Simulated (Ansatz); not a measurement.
# Arsenene bilayer (AA') in a perpendicular field

Wanted: the out-of-plane response of the arsenene bilayer (AA'). A positive field points along +c.

Calculated with Ansatz 0.2.0; plane-wave DFT, PBE-D3(BJ), Ansatz PAW.

## Step 1: The starting structure

The cell holds 4 atoms: 4 As. Its edges and angles: a = 3.610 Å, b = 3.610 Å, c = 23.800 Å, α = 90.0°, β = 90.0°, γ = 120.0°. Regions: layer 1: arsenene, 2 atoms (2 As); layer 2: arsenene, 2 atoms (2 As). Vacuum lies along c.

## Step 2: Relaxation

The starting cell is a guess, so the in-plane lattice and the atoms are relaxed first, with the slab cut off from its images along the normal. The program lengthens the vector along the normal by itself, so c and the volume that it reports differ from the typed ones.

Input file input.yaml:

```yaml
crystal:
  lattice:
    - [3.61, 0.0, 0.0]
    - [-1.805, 3.1263517077, 0.0]
    - [0.0, 0.0, 23.8]
  atoms:
    - { symbol: As, position: [0.6666666667, 0.3333333333, 0.3781512605] }
    - { symbol: As, position: [0.3333333333, 0.6666666667, 0.4369747899] }
    - { symbol: As, position: [0.3333333333, 0.6666666667, 0.5630252101] }
    - { symbol: As, position: [0.6666666667, 0.3333333333, 0.6218487395] }
  periodic: [true, true, false]
kpoints:
  mp_grid: { grid: [12, 12, 1] }
hamiltonian:
  xc: pbe
  dispersion: d3bj
scf:
  occupations: { method: fermi_dirac, width: 0.05 }
  convergence: { dr2_threshold: 1.0e-09 }
relax:
  f_tol: 0.004
  max_steps: 90
  cell: {}
output:
  write_potential: true
  write_density: true
  volumetric_format: npy
```

Launch:

```bash
$ ansatz run input.yaml --threads 4 --pin off --max-ram 6144MiB --backend cpu --events-out ev --progress --plain --runs-dir out
```

What it wrote:

```text
Warning: crystal.periodic: the lattice vector that does not repeat stood 0.000° off the slab's normal, 23.800 Å along it as the deck builds it. The run solves the slab on a vector along the normal, 35.400 Å long, with every atom where it was (on the deck's vector they left 18.00 Å outside them, and the widest stretch free of ions among them is 3.00 Å). A fractional position that the run reports is one of the run's ce [...]
Warning: relax.cell: scf.convergence.dr2_threshold = 1e-9 eV is looser than the 1.60230732251e-10 eV advised for a relaxation that steers and ends on the stress (1e-10 eV for each atom of the cell: 4, times the square of relax.cell.stress_2d_tol = 0.05 N/m over 15.8 Å (the atoms' height at the walk's start and 5 Å past either face), 3.165e-2 GPa, over a crystal's default 0.05). What an SCF threshold leaves in a stress goes as its square root, and in the free energy as the threshold itself, and one threshold admits the most on a small cell: [figures from the program's tests cut] Set scf.convergence.dr2_threshold to 1.60230732251e-10 eV or tighter. [rest of the remark cut]
crystal.periodic: the lattice vector that does not repeat stood 0.000° off the slab's normal, 23.800 Å along it as the deck builds it. The run solves the slab on a vector along the normal, 35.400 Å long, with every atom where it was (on the deck's vector they left 18.00 Å outside them, and the widest stretch free of ions among them is 3.00 Å). A fractional position that the run reports is one of the run's cell, which [...]
Engine: ansatz 0.2.0, aarch64-unknown-linux-gnu
Pseudopotentials: kind: paw
Pseudopotential: As, paw, valence charge 15, recommended cutoff 420 eV (normal), As.paw.azcp
Functional definition: PBE
  parameter kappa = 0.804
  parameter beta = 0.066725
  exchange = pbe_x(kappa = kappa, mu = beta*pi^2/3)
  correlation = pbe_c(beta = beta)
Crystal: 4 atoms, lattice volume = 399.529 Å³
Basis set: ecut = 420 eV, 7727 PW (Γ), exchange–correlation on 50×50×480 points (8 copies of the dense FFT grid, shifted against one another)
Bands: 36, of which v1, the nominal top of the filled ones, is band 30 counted from 1 (29 counted from 0)
Symmetry: 12 space group operations
Space group: P-6m2 (ITA 187), of the structure as read, at distance tolerance 7.4e-5 Å
k-points: 19 of 144 (time reversal used)
Non-local potential: As, projectors of the file, l = 0: 2, l = 1: 2, l = 2: 3, l = 3: 1
PAW form: soft (Blöchl's): semilocal exchange-correlation on the pseudo side does not see the compensation charge
PAW one-centre angular grid: As, 590 points (default); XC on 64 Gauss nodes
Initial density: superposition of atomic densities (neutral atoms: chi_scale 0, normalization atom), corrected by the library's trained network
Initial wavefunctions: pseudopotential atomic-orbital guess
Functional: x = pbe(κ = 0.804, μ = 0.219515), c = pbe(β = 0.066725)
SCF iter   1: F=—  HF=-19425.270424 eV  |F-HF|=—  |Δ(HF+E_count)|=         —  Δρ=1.32e-3  dr2=3.79e-2  ethr=1.77e-3  ⟨swp⟩=10.8  Hψ=3475  notcnv=0
preconditioner: auto → LDOS  [insulator: Δε(μ)=0.307 eV  Ē_g=8.767 eV  σ=0.050 eV  W_gap=0.91  n_scr=22 (ndim 8)  ℏωp=8.3 eV  f_vac=0.732  D(μ)=0.21/eV (n_scr^D=2)  ε∞_Penn≈1.9  β→1.0]
SCF iter   2: F=—  HF=-19425.286613 eV  |F-HF|=—  |Δ(HF+E_count)|=   1.62e-2  Δρ=2.12e-3  dr2=1.77e-1  ethr=6.32e-5  ⟨swp⟩=5.0  Hψ=1946  notcnv=0  defer=15
SCF iter   3: F=—  HF=-19425.268802 eV  |F-HF|=—  |Δ(HF+E_count)|=   1.78e-2  Δρ=9.78e-4  dr2=2.84e-2  ethr=6.32e-5  ⟨swp⟩=3.2  Hψ=1015  notcnv=0  defer=15
SCF iter   4: F=—  HF=-19425.265438 eV  |F-HF|=—  |Δ(HF+E_count)|=   3.36e-3  Δρ=1.58e-4  dr2=6.79e-4  ethr=4.73e-5  ⟨swp⟩=2.1  Hψ=842  notcnv=0  defer=15
SCF iter   5: F=—  HF=-19425.265265 eV  |F-HF|=—  |Δ(HF+E_count)|=   1.74e-4  Δρ=4.24e-5  dr2=4.25e-5  ethr=1.13e-6  ⟨swp⟩=3.1  Hψ=1031  notcnv=0  defer=15
SCF iter   6: F=—  HF=-19425.265272 eV  |F-HF|=—  |Δ(HF+E_count)|=   7.22e-6  Δρ=4.38e-6  dr2=1.79e-7  ethr=7.08e-8  ⟨swp⟩=2.9  Hψ=895  notcnv=0  defer=15
SCF iter   7: F=—  HF=-19425.265292 eV  |F-HF|=—  |Δ(HF+E_count)|=   2.00e-5  Δρ=1.26e-6  dr2=1.33e-8  ethr=2.98e-10  ⟨swp⟩=3.6  Hψ=1518  notcnv=0  defer=15
SCF iter   8: F=-19425.265292 eV  HF=-19425.265292 eV  |F-HF|=4.84e-10  |Δ(HF+E_count)|=   2.46e-8  Δρ=3.68e-7  dr2=9.40e-10  ethr=1.67e-12  ⟨swp⟩=8.9  Hψ=5228  notcnv=0
SCF 1 converged in 8 iterations: F = -19425.265292 eV  dr2 = 9.40e-10
  greatest PAW one-centre occupation: 0.999 electrons in one spin orbital (limit 2), on the As atom at site 3 (counted from 0), in its partial waves of l = 2
relax step   1: F+E_penalty+E_count = -19425.26529183 eV  Δ(F+E_penalty+E_count) = +0.000e0 eV  max|allowed force component| = 8.311e-1 eV/Å  Δτ_max = 0.0000 Å  P = -0.544 N/m  Ω = 399.529 Å³  fix = [c, alpha, beta]  reactions: c -0.000 N/m  (8 SCF iters, accepted)
Crystal: 4 atoms, lattice volume = 400.798 Å³
Initial density: handed on by an earlier stage of this run
Initial wavefunctions: those handed on with the density
iter 1 solved again at ethr=1.12e-4 eV; its pass at ethr=3.10e-3 eV (dr2=6.71e-2 eV) is discarded
SCF iter   1: F=—  HF=-19425.429689 eV  |F-HF|=—  |Δ(HF+E_count)|=         —  Δρ=6.27e-3  dr2=6.65e-2  ethr=1.12e-4  ⟨swp⟩=2.0  Hψ=3703  notcnv=0
preconditioner: auto → Resta (q_TF=auto, 1.988 Å⁻¹)  ε∞=1.9  [insulator: Δε(μ)=0.771 eV  Ē_g=8.833 eV  σ=0.050 eV  W_gap=1.00  n_scr=22 (ndim 8)  ℏωp=8.3 eV  f_vac=0.720  D(μ)=0.00/eV (n_scr^D=0)  ε∞_Penn≈1.9  vacuum switching on, ρ_ref=5.7e-3 e/Å³]
SCF iter   2: F=—  HF=-19425.433435 eV  |F-HF|=—  |Δ(HF+E_count)|=   3.75e-3  Δρ=3.20e-3  dr2=1.89e-2  ethr=1.11e-4  ⟨swp⟩=2.2  Hψ=951  notcnv=0
SCF iter   3: F=—  HF=-19425.443886 eV  |F-HF|=—  |Δ(HF+E_count)|=   1.05e-2  Δρ=1.56e-3  dr2=5.89e-2  ethr=3.16e-5  ⟨swp⟩=3.1  Hψ=1162  notcnv=0  recentre
SCF iter   4: F=—  HF=-19425.437390 eV  |F-HF|=—  |Δ(HF+E_count)|=   6.50e-3  Δρ=2.57e-4  dr2=3.81e-4  ethr=3.16e-5  ⟨swp⟩=2.3  Hψ=947  notcnv=0
SCF iter   5: F=—  HF=-19425.437472 eV  |F-HF|=—  |Δ(HF+E_count)|=   8.15e-5  Δρ=8.27e-5  dr2=3.42e-5  ethr=6.34e-7  ⟨swp⟩=4.1  Hψ=1578  notcnv=0
SCF iter   6: F=—  HF=-19425.437507 eV  |F-HF|=—  |Δ(HF+E_count)|=   3.59e-5  Δρ=2.91e-5  dr2=4.03e-6  ethr=5.70e-8  ⟨swp⟩=2.6  Hψ=1278  notcnv=0
SCF iter   7: F=—  HF=-19425.437534 eV  |F-HF|=—  |Δ(HF+E_count)|=   2.61e-5  Δρ=6.90e-6  dr2=1.97e-7  ethr=6.72e-9  ⟨swp⟩=3.0  Hψ=1003  notcnv=0
SCF iter   8: F=—  HF=-19425.437534 eV  |F-HF|=—  |Δ(HF+E_count)|=   3.30e-7  Δρ=9.48e-7  dr2=4.75e-9  ethr=3.29e-10  ⟨swp⟩=3.6  Hψ=1514  notcnv=0
[...]
SCF iter   3: F=—  HF=-19425.464376 eV  |F-HF|=—  |Δ(HF+E_count)|=   4.89e-4  Δρ=1.50e-4  dr2=5.28e-4  ethr=2.25e-6  ⟨swp⟩=2.9  Hψ=966  notcnv=0
SCF iter   4: F=—  HF=-19425.464330 eV  |F-HF|=—  |Δ(HF+E_count)|=   4.63e-5  Δρ=6.22e-5  dr2=1.19e-4  ethr=8.80e-7  ⟨swp⟩=2.5  Hψ=843  notcnv=0
SCF iter   5: F=—  HF=-19425.464316 eV  |F-HF|=—  |Δ(HF+E_count)|=   1.41e-5  Δρ=1.84e-5  dr2=2.64e-6  ethr=1.99e-7  ⟨swp⟩=2.8  Hψ=936  notcnv=0
SCF iter   6: F=—  HF=-19425.464340 eV  |F-HF|=—  |Δ(HF+E_count)|=   2.36e-5  Δρ=6.33e-6  dr2=3.99e-7  ethr=4.41e-9  ⟨swp⟩=3.3  Hψ=1378  notcnv=0
SCF iter   7: F=—  HF=-19425.464340 eV  |F-HF|=—  |Δ(HF+E_count)|=   3.14e-7  Δρ=1.54e-6  dr2=1.35e-8  ethr=6.65e-10  ⟨swp⟩=2.9  Hψ=931  notcnv=0
SCF iter   8: F=-19425.464340 eV  HF=-19425.464340 eV  |F-HF|=5.06e-10  |Δ(HF+E_count)|=   2.69e-8  Δρ=2.48e-7  dr2=6.10e-10  ethr=1.67e-12  ⟨swp⟩=9.1  Hψ=5481  notcnv=0
SCF 3 converged in 8 iterations: F = -19425.464340 eV  dr2 = 6.10e-10
relax step   3: F+E_penalty+E_count = -19425.46433987 eV  Δ(F+E_penalty+E_count) = -2.681e-2 eV  max|allowed force component| = 4.046e-1 eV/Å  Δτ_max = 0.0542 Å  P = -0.668 N/m  Ω = 399.946 Å³  energy of the carried Pulay correction = -1.265e-5 eV  fix = [c, alpha, beta]  reactions: c -0.000 N/m  (8 SCF iters, accepted)
[...]
relax step   4: F+E_penalty+E_count = -19425.50963559 eV  Δ(F+E_penalty+E_count) = -4.530e-2 eV  max|allowed force component| = 1.908e-1 eV/Å  Δτ_max = 0.2000 Å  P = -0.420 N/m  Ω = 391.770 Å³  energy of the carried Pulay correction = +2.378e-4 eV  fix = [c, alpha, beta]  reactions: c -0.000 N/m  (9 SCF iters, accepted)
[...]
relax step   5: F+E_penalty+E_count = -19425.51226708 eV  Δ(F+E_penalty+E_count) = -2.631e-3 eV  max|allowed force component| = 1.009e-2 eV/Å  Δτ_max = 0.0541 Å  P = -0.237 N/m  Ω = 392.010 Å³  energy of the carried Pulay correction = +2.304e-4 eV  fix = [c, alpha, beta]  reactions: c -0.000 N/m  (8 SCF iters, accepted)
[...]
relax step   6: F+E_penalty+E_count = -19425.51280405 eV  Δ(F+E_penalty+E_count) = -5.370e-4 eV  max|allowed force component| = 3.078e-3 eV/Å  Δτ_max = 0.0149 Å  P = -0.037 N/m  Ω = 390.779 Å³  energy of the carried Pulay correction = +2.685e-4 eV  fix = [c, alpha, beta]  reactions: c -0.000 N/m  (8 SCF iters, accepted)
[...]
relax step   7: F+E_penalty+E_count = -19425.51283506 eV  Δ(F+E_penalty+E_count) = -3.101e-5 eV  max|allowed force component| = 8.716e-4 eV/Å  Δτ_max = 0.0055 Å  P = +0.004 N/m  Ω = 390.557 Å³  energy of the carried Pulay correction = +2.754e-4 eV  fix = [c, alpha, beta]  reactions: c +0.000 N/m  (7 SCF iters, accepted)
Basis set: ecut = 420 eV, 7517 PW (Γ), exchange–correlation on 48×48×480 points (8 copies of the dense FFT grid, shifted against one another)
Initial wavefunctions: pseudopotential atomic-orbital guess (no wavefunctions were taken with the density)
iter 1 solved again at ethr=1.27e-7 eV; its pass at ethr=3.10e-3 eV (dr2=7.64e-5 eV) is discarded
SCF iter   1: F=—  HF=-19425.512588 eV  |F-HF|=—  |Δ(HF+E_count)|=         —  Δρ=7.15e-6  dr2=6.00e-8  ethr=1.27e-7  ⟨swp⟩=5.9  Hψ=5943  notcnv=0
preconditioner: auto → Resta (q_TF=auto, 1.997 Å⁻¹)  ε∞=1.9  [insulator: Δε(μ)=1.271 eV  Ē_g=8.815 eV  σ=0.050 eV  W_gap=1.00  n_scr=22 (ndim 8)  ℏωp=8.4 eV  f_vac=0.707  D(μ)=0.00/eV (n_scr^D=0)  ε∞_Penn≈1.9  vacuum switching on, ρ_ref=5.6e-3 e/Å³]
SCF iter   2: F=—  HF=-19425.512572 eV  |F-HF|=—  |Δ(HF+E_count)|=   1.58e-5  Δρ=4.33e-6  dr2=2.84e-8  ethr=1.00e-10  ⟨swp⟩=4.3  Hψ=1907  notcnv=0
SCF iter   3: F=—  HF=-19425.512572 eV  |F-HF|=—  |Δ(HF+E_count)|=   1.64e-8  Δρ=1.62e-6  dr2=1.46e-8  ethr=4.73e-11  ⟨swp⟩=2.0  Hψ=872  notcnv=0
SCF iter   4: F=—  HF=-19425.512572 eV  |F-HF|=—  |Δ(HF+E_count)|=   3.38e-9  Δρ=1.02e-6  dr2=2.82e-8  ethr=2.43e-11  ⟨swp⟩=2.9  Hψ=870  notcnv=0
SCF iter   5: F=-19425.512572 eV  HF=-19425.512572 eV  |F-HF|=4.00e-10  |Δ(HF+E_count)|=   3.08e-9  Δρ=2.37e-7  dr2=7.21e-10  ethr=1.67e-12  ⟨swp⟩=11.8  Hψ=4808  notcnv=0
SCF 8 converged in 5 iterations: F = -19425.512572 eV  dr2 = 7.21e-10
relax step   8: F+E_penalty+E_count = -19425.51257248 eV  Δ(F+E_penalty+E_count) = +2.626e-4 eV  max|allowed force component| = 8.511e-4 eV/Å  Δτ_max = 0.0000 Å  P = +0.002 N/m  Ω = 390.557 Å³  fix = [c, alpha, beta]  reactions: c +0.000 N/m  stress off target by 1.99e-3 N/m on what of the cell is left free  SCF on the basis re-selected at this cell (its energy is not comparable with the rows above)  (5 SCF iters)
basis re-selected at this cell: Δ(F+E_penalty+E_count) = +2.626e-4 eV, ΔP = -0.002 N/m vs the last step (what re-selecting the basis moved, of the pressure what is left beyond the Pulay correction that the steps carried, after the strain that the cell walked since its last selection, with what the two solves' SCF thresholds leave and, on support functions, any second-order correction that the steps lacked; it is no measure of the basis error at this ecutwfc). The dense FFT grid was sized anew with the basis: this SCF ran on 24×24×240 points, the steps before it on 25×25×240, so part of this shift can come from that change (see relax.cell in the input reference). [rest of the remark cut]
SCF converged after 5 iterations
Free energy (F): -19425.512572 eV
Harris-Foulkes:  -19425.512572 eV  (|F-HF|=4.00e-10)
Internal energy: -19425.512572 eV  (E = F + TS)
E sigma→0 (E₀):  -19425.512572 eV
Entropy (-TS):   -0.000000 eV (-0.000 meV/atom)
Fermi energy:    -4.610390 eV
--- Per-component energies (eV) ---
  E_band       = -1829.204791
  E_kinetic    = 409.104538
  E_local      = -176505.858866  (includes V_loc(G=0)·N_el)
  E_nonlocal   = -2682.946813
  E_hartree    = 88166.738730
  E_xc         = -315.884130
  E_vxc        = -315.222410  (∫ρ·V_xc dr)
  E_paw        = -7338.200969  (= ΣΔE_a)
  E_vpaw       = 932.246783  (= ΣTr[D̂ρ^β])
  E_aug_tail   = 0.000028  (compensation charges beyond the density's cutoff)
  E_ewald      = 78842.547550
  E_disp       = -1.012640  (pairwise vdW)
  E_smearing   = -0.000000  (= −TS)
  E_closure    = -0.000000  (closes the sum)
  Σ components = -19425.512572   (vs F -19425.512572, Δ=0.00e0)
--- Forces (eV/Å), atoms counted from 1 ---
  atom   1  As    -0.00000000     0.00000000     0.00085109
  atom   2  As     0.00000000    -0.00000000    -0.00068733
  atom   3  As     0.00000000    -0.00000000     0.00068733
  atom   4  As    -0.00000000     0.00000000    -0.00085109
  max |Σ_I F_I| component: 2.31e-18 eV/Å
--- 2D stress c σ (N/m, compression-positive) ---
        0.001986      -0.000000      -0.000000
        0.000000       0.001986      -0.000000
       -0.000000      -0.000000       0.000000
  P = ½ c Tr σ = 0.0020 N/m
--- Band table (eV; the first three rows and the last of 19) ---
  k-point 0: bands = [... 26 lower, -5.2863, -5.2863, -5.2567, -5.2567, -3.3404, -2.9302, -1.8022, -1.8022, ... 2 higher]
  k-point 1: bands = [... 26 lower, -6.1603, -5.5015, -5.4714, -5.3842, -2.7192, -2.4199, -1.9242, -1.7287, ... 2 higher]
  k-point 2: bands = [... 26 lower, -6.2950, -5.9762, -5.9454, -5.3347, -3.1246, -2.8843, -1.2411, -1.1919, ... 2 higher]
  k-point 18: bands = [... 26 lower, -7.7225, -7.4537, -7.3391, -7.1085, -3.6436, -3.2204, -1.1820, -1.1725, ... 2 higher]
  the weakly bound empty levels are not read free of the cell's end (no_gap_told)
--- Relaxed structure (7 steps of the walk, 7 accepted, 1 SCFs on fresh bases) ---
  F+E_penalty+E_count = -19425.51257248 eV   max|allowed force component| = 8.511e-4 eV/Å   (the final SCF, on the basis selected at the relaxed cell)
  cell:  # Å, volume = 390.5573 Å³
    - [3.569237, -2.262792e-18, 0]
    - [-1.784619, 3.091050, 0]
    - [0, 0, 35.4000000004]
  atoms:
    - { symbol: As, position: [0.666667, 0.333333, 0.242336] }
    - { symbol: As, position: [0.333333, 0.666667, 0.281848] }
    - { symbol: As, position: [0.333333, 0.666667, 0.390468] }
    - { symbol: As, position: [0.666667, 0.333333, 0.429981] }
```

Elapsed: 41 s, on 4 threads of Arm Neoverse V2, shared host; peak memory 0.77 GiB.

Relaxation path:

| step | energy less that of the first step (eV) | largest force component (eV/Å) | volume (Å³) |
| --- | --- | --- | --- |
| 1 | 0.0000 | 0.8311 | 399.53 |
| 2 | -0.1722 | 0.4871 | 400.80 |
| 3 | -0.1990 | 0.4046 | 399.95 |
| 4 | -0.2443 | 0.1908 | 391.77 |
| 5 | -0.2470 | 0.0101 | 392.01 |
| 6 | -0.2475 | 0.0031 | 390.78 |
| 7 | -0.2475 | 0.0009 | 390.56 |
| 8* | -0.2473 | 0.0009 | 390.56 |

Relaxation steps marked * repeat the geometry before them on a plane-wave basis chosen anew for their cell, so energy and pressure can jump there.

Forces are held to the 12 operations that the program found; a distortion that breaks them can't arise in this run.

| cell as run | before | after | change |
| --- | --- | --- | --- |
| a (Å) | 3.610 | 3.569 | -1.1 % |
| b (Å) | 3.610 | 3.569 | -1.1 % |

The atoms that moved most (Å, along periodic axes as changes of fractional coordinates times the final cell, across vacuum about the mean position):

| atom | dx | dy | dz | length |
| --- | --- | --- | --- | --- |
| As2 | 0.000 | 0.000 | -0.423 | 0.423 |
| As3 | 0.000 | 0.000 | 0.423 | 0.423 |
| As1 | 0.000 | 0.000 | -0.421 | 0.421 |
| As4 | 0.000 | 0.000 | 0.421 | 0.421 |

The relaxed structure:

```xyz
4
Lattice="3.5692 0.0000 0.0000 -1.7846 3.0911 0.0000 0.0000 0.0000 35.4000" Properties=species:S:1:pos:R:3
As    1.7846    1.0304    8.5787
As    0.0000    2.0607    9.9774
As    0.0000    2.0607   13.8226
As    1.7846    1.0304   15.2213
```

The lattice constant a goes from 3.610 to 3.569 Å.

(Part 1 of 3 ends here.)

[Long decimals in the printed logs are rounded to 6 places.]

[Logs are printed without paths, hosts, clocks, repeated set-up lines and the standing remarks that a program may print on its own settings, such as how far it seeks lower states.]

[Hosts, paths, dates, database ids (printed as entryN), source tags and the programs' standing remarks are cut or masked in the printed files.]

[Maps of the electrostatic potential energy from Ansatz leave out the sawtooth potential of an applied field or a dipole correction, so their vacuum need not be flat; planar profiles and work functions include it.]
